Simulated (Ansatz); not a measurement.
# Al3AgP, from a guessed structure to a relaxed one, part 2 of 2

Starting from a made-up structure for Al3AgP, the aim is the relaxed cell, its shortest contacts and, where a second run follows, its electronic structure.

Ansatz 0.2.0; DFT, PBEsol, plane-wave PAW, files of the set soft_1, scalar-relativistic, no spin, cell and ions relaxed at zero pressure; PAW set soft_1 (the session's first sound run).

So far: Starting point; Relaxation of the guess.

## (2) Relaxation of the guess (continued)

The steps of the relaxation:

```tsv
step	energy less that of the first step (eV)	largest force component (eV/Å)	pressure (GPa)	volume (Å³)
1	0.0000	0.0000	13.43	86.00
2	-0.4780	0.0000	4.63	94.74
3	-0.5613	0.0000	0.58	100.09
4	-0.5628	0.0000	0.05	100.91
5	-0.5628	0.0000	0.00	100.99
6*	-0.5674	0.0000	0.06	100.99
7	-0.5674	0.0000	0.00	101.08
8*	-0.5674	0.0000	0.00	101.08
```

Relaxation steps marked * repeat the geometry before them on a plane-wave basis chosen anew for their cell, so energy and pressure can jump there.

The run keeps the 48 symmetry operations that it works with, so distortions that break them were not tested.

```tsv
conventional cell, symmetrised	before	after	change
a (Å)	4.414	4.658	+5.5 %
b (Å)	4.414	4.658	+5.5 %
c (Å)	4.414	4.658	+5.5 %
volume (Å³/atom)	17.20	20.22	+17.5 %
```

The relaxed structure:

```xyz
5
Lattice="4.6582 0.0000 0.0000 0.0000 4.6582 0.0000 0.0000 0.0000 4.6582" Properties=species:S:1:pos:R:3 pbc="T T T"
Ag    0.0000    0.0000    0.0000
P     2.3291    2.3291    2.3291
Al    2.3291    0.0000    2.3291
Al    2.3291    2.3291    0.0000
Al    0.0000    2.3291    2.3291
```

This step gave:

| Quantity | Value |
| --- | --- |
| free energy | -9833.6894 eV |
| energy at zero smearing | -9833.6797 eV |
| smearing term TS | 0.01942 eV |
| Fermi energy | 7.720 eV |
| electrons | 33 |
| symmetry operations | 48 |
| pressure | 7.47e-4 GPa |

Shortest distances by pair of elements, guess and relaxed (not always the same contact):

```tsv
pair	guess (Å)	relaxed (Å)
Al–P	2.207	2.329
Ag–Al	3.121	3.294
Al–Al	3.121	3.294
Ag–P	3.823	4.034
Ag–Ag	4.414	4.658
```

The relaxation ends with a pressure of 0.00 GPa.

## (3) Bands of the relaxed cell

With the geometry fixed, one more self-consistent run, with a narrower smearing and the mesh shown in its input, gives the bands, and its pressure, and its forces where symmetry allows any, show how far the geometry depends on these settings.

This step: DFT, PBEsol, plane-wave PAW, files of the set soft_1, scalar-relativistic, no spin, bands and density of states at the relaxed cell; PAW set soft_1 (Ansatz 0.2.0).

The input, input.yaml:

```yaml
crystal:
  lattice:
    - [4.6582493845, 0.0, 0.0]
    - [0.0, 4.6582493845, 0.0]
    - [0.0, 0.0, 4.6582493845]
  atoms:
    - { symbol: Ag, position: [0.0, 0.0, 0.0] }
    - { symbol: P, position: [0.5, 0.5, 0.5] }
    - { symbol: Al, position: [0.5, 0.0, 0.5] }
    - { symbol: Al, position: [0.5, 0.5, 0.0] }
    - { symbol: Al, position: [0.0, 0.5, 0.5] }
kpoints:
  mp_grid: { grid: [8, 8, 8] }
  band_path:
    path:
      - [[0.0, 0.0, 0.0], [0.0, 0.5, 0.0], [0.5, 0.5, 0.0], [0.0, 0.0, 0.0], [0.5, 0.5, 0.5], [0.0, 0.5, 0.0]]
      - [[0.5, 0.5, 0.0], [0.5, 0.5, 0.5]]
    npoints: 13
scf:
  occupations: { method: fermi_dirac, width: 0.03 }
  n_extra_bands: 9
hamiltonian:
  xc: pbesol
  pseudopotentials: { kind: paw, azcp: { folder: soft_1 }, xc_functional: pbe }
output:
  forces: true
  stress: true
  write_bands: true
  dos: { projected: true }
  write_density: true
  write_potential: true
  elf: true
  volumetric_format: npy
```

On the command line:

```console
ansatz run input.yaml --threads 4 --pin off --max-ram 8192MiB --backend cpu --events-out ev --progress --plain --runs-dir out
```

Numbers of over 12 decimals in the logs are rounded to 6 here.

Log:

```text
[...]
Crystal: 5 atoms, lattice volume = 101.081 Å³
Basis set: ecut = 420 eV, 1935 PW (Γ), exchange–correlation on 64×64×64 points (8 copies of the dense FFT grid, shifted against one another)
Bands: 26, of which v1, the nominal top of the filled ones, is band 17 counted from 1 (16 counted from 0)
Symmetry: 48 space group operations
[...]
k-points: 35 of 512
[...]
SCF iter   1: F=—  HF=-9834.792520 eV  |F-HF|=—  |Δ(HF+E_count)|=         —  Δρ=5.60e-2  dr2=5.78e0  ethr=3.10e-3  ⟨swp⟩=6.7  Hψ=4932  notcnv=0
[...]
SCF iter   8: F=-9833.610904 eV  HF=-9833.610904 eV  |F-HF|=9.21e-9  |Δ(HF+E_count)|=   6.56e-8  Δρ=2.69e-6  dr2=1.32e-8  ethr=3.03e-10  ⟨swp⟩=15.5  Hψ=6757  notcnv=0
SCF 1 converged in 8 iterations: F = -9833.610904 eV  dr2 = 1.32e-8
[...]
NSCF: frozen V_eff on 80 k-points
SCF converged after 8 iterations
Free energy (F): -9833.610904 eV
[...]
Internal energy: -9833.604655 eV  (E = F + TS)
E sigma→0 (E₀):  -9833.607779 eV
Entropy (-TS):   -0.006249 eV (-1.250 meV/atom)
Fermi energy:    7.684133 eV
[...]
--- Stress (GPa, compression-positive) ---
       -0.345317       0.000000       0.000000
        0.000000      -0.345317       0.000000
        0.000000       0.000000      -0.345317
  P = ⅓ Tr σ = -0.3453 GPa (-3.453 kbar)
--- Band table (eV; the first three rows and the last of 35) ---
  k-point 0: bands = [... 13 lower, 3.5083, 5.7381, 5.7381, 9.7517, 9.7517, 9.7517, 11.3665, 11.3665, ... 5 higher]
  k-point 1: bands = [... 13 lower, 3.5390, 5.7275, 6.0762, 9.2279, 9.2715, 9.2715, 10.9437, 10.9437, ... 5 higher]
  k-point 2: bands = [... 13 lower, 4.0023, 5.6986, 6.7470, 8.4267, 8.4267, 8.6867, 10.2638, 11.1098, ... 5 higher]
  k-point 34: bands = [... 13 lower, 4.8907, 4.8907, 4.8907, 6.4045, 11.1080, 11.1080, 11.1080, 11.3728, ... 5 higher]
```

Run time: 2.8 s. Hardware: 4 threads of Arm Neoverse V1, shared host; peak memory 0.41 GiB; 10 s of CPU time.

Numbers from this step:

| Item | Value |
| --- | --- |
| free energy | -9833.6109 eV |
| energy at zero smearing | -9833.6078 eV |
| smearing term TS | 0.006249 eV |
| Fermi energy | 7.684 eV |
| pressure | -0.3453 GPa |

bands.tsv at the labelled points (eV, zero at the Fermi level; the bands that come nearest the Fermi level along the path):

| point | band 13 | band 14 | band 15 | band 16 | band 17 | band 18 | band 19 | band 20 |
| --- | --- | --- | --- | --- | --- | --- | --- | --- |
| Γ | -4.18 | -4.18 | -1.95 | -1.95 | 2.07 | 2.07 | 2.07 | 3.68 |
| X | -3.90 | -3.22 | -2.04 | -1.41 | -0.13 | -0.13 | 1.90 | 3.51 |
| M | -4.03 | -3.40 | -1.42 | 0.33 | 0.33 | 1.18 | 1.18 | 3.39 |
| Γ | -4.18 | -4.18 | -1.95 | -1.95 | 2.07 | 2.07 | 2.07 | 3.68 |
| R | -3.89 | -2.79 | -2.79 | -2.79 | -1.28 | 3.42 | 3.42 | 3.42 |
| X | -3.90 | -3.22 | -2.04 | -1.41 | -0.13 | -0.13 | 1.90 | 3.51 |
| M | -4.03 | -3.40 | -1.42 | 0.33 | 0.33 | 1.18 | 1.18 | 3.39 |
| R | -3.89 | -2.79 | -2.79 | -2.79 | -1.28 | 3.42 | 3.42 | 3.42 |

Counts of states for the cell as run, both spins, by energy window (eV from the Fermi level):

```
from  to  total
  -8  -7   1.97
  -7  -6   2.10
  -6  -5   1.93
  -5  -4   8.93
  -4  -3   1.65
  -3  -2   1.66
  -2  -1   2.77
  -1   0   2.21
   0   1   2.34
   1   2   2.28
   2   3   2.47
   3   4   2.84
```

Below -8 eV lie 10.0 more states.

Electrostatic potential energy in the ac plane at fractional y = 0.500, with atoms of P and Al within 0.2 Å of it. With pseudopotentials it is smooth inside the atoms' cores, unlike the true potential.

Ten even steps from '_' (-42 eV) to '@' (16 eV), each cell a mean:
```
@@@@%%%%**++%%@@**++##%%@@@@
%%%%%%%%##**++++++**%%%%%%%%
%%%%%%%%%%##****####%%%%%%%%
**##%%%%%%##****##%%%%%%####
++++**####++::::--**####**++
@@##++##**::______==##**++%%
@@##++##**..______--##****@@
##****####==..__::++####++**
++**##%%%%##++==**##%%%%##**
##%%%%%%%%########%%%%%%%%%%
%%%%%%%%%%****++**##%%%%%%%%
@@@@%%%%##++**##****##%%%%@@
@@@@%%%%****@@@@##++##%%@@@@
```
Columns run along a (4.7 Å; values clipped at the 3rd and 97th percentile), rows up along c (4.7 Å). Atoms in or near the plane, at fractional coordinates: P at (0.50, 0.50), Al at (0.50, 0.00), Al at (0.00, 0.50).

ELF in the ac plane at fractional y = 0.500, with atoms of P and Al within 0.2 Å of it. It is the smooth field of the valence electrons, not physical close to the nuclei.

Ten even steps from '0' (0.10 × 1e-1) to '9' (8.50 × 1e-1), each cell a mean:
```
23356312146432
33345655665333
54335799864345
66546899975456
34678887887763
22799720499951
61799700299942
13789854698851
55667899986665
65435799964346
44335788764334
33356422356433
23466226146532
```
Columns run along a (4.7 Å), rows up along c (4.7 Å). Atoms in or near the plane, at fractional coordinates: P at (0.50, 0.50), Al at (0.50, 0.00), Al at (0.00, 0.50).

Valence density in the ac plane at fractional y = 0.500, with atoms of P and Al within 0.2 Å of it. It is the smooth field of the valence electrons, not physical close to the nuclei.

Ten even steps from '0' (0.06 e/Å³) to '9' (0.73 e/Å³), each cell a mean:
```
00001100011000
00001222221000
00011345421000
11113578642111
11235899974221
01357953796420
00358931697420
01246987985320
11123689853211
11112356531101
00001233321000
00001111111000
00001000011000
```
Columns run along a (4.7 Å), rows up along c (4.7 Å). Atoms in or near the plane, at fractional coordinates: P at (0.50, 0.50), Al at (0.50, 0.00), Al at (0.00, 0.50).

## (4) Outcome

| Property | Result |
| --- | --- |
| space group, relaxed | Pm-3m |
| conventional cell | a = 4.658, b = 4.658, c = 4.658 Å; α = 90.0°, β = 90.0°, γ = 90.0° |
| volume per atom | 20.22 Å³ (guess 17.20) |

Al3AgP relaxes to Pm-3m with a = 4.658, b = 4.658 and c = 4.658 Å. The guessed volume was 15 % too small. The space group Pm-3m was held in the relaxation, so the end point is a stationary structure within it and may be a saddle against distortions or other arrangements. Bands cross the Fermi level, so it is a metal or semimetal at this level. The electron count is odd, which forces that without spin polarisation or a larger cell. On the 8×8×8 mesh with the narrower smearing (relaxed on 6×6×6) the forces vanish, as symmetry may demand, and the largest stress component is 0.345 GPa, against the relaxation's thresholds of 0.015 eV/Å and 0.05 GPa. The cutoff wasn't tested. No dispersion term is used, so weakly bound directions may come out too long. The runs have no spin, and magnetism wasn't tested. Nothing here tests whether the compound is stable against decomposition.

[Logs are printed without paths, hosts, clocks, repeated set-up lines and the standing remarks that a program may print on its own settings, such as how far it seeks lower states.]

[Hosts, paths, dates, database ids (printed as entryN), source tags and the programs' standing remarks are cut or masked in the printed files.]
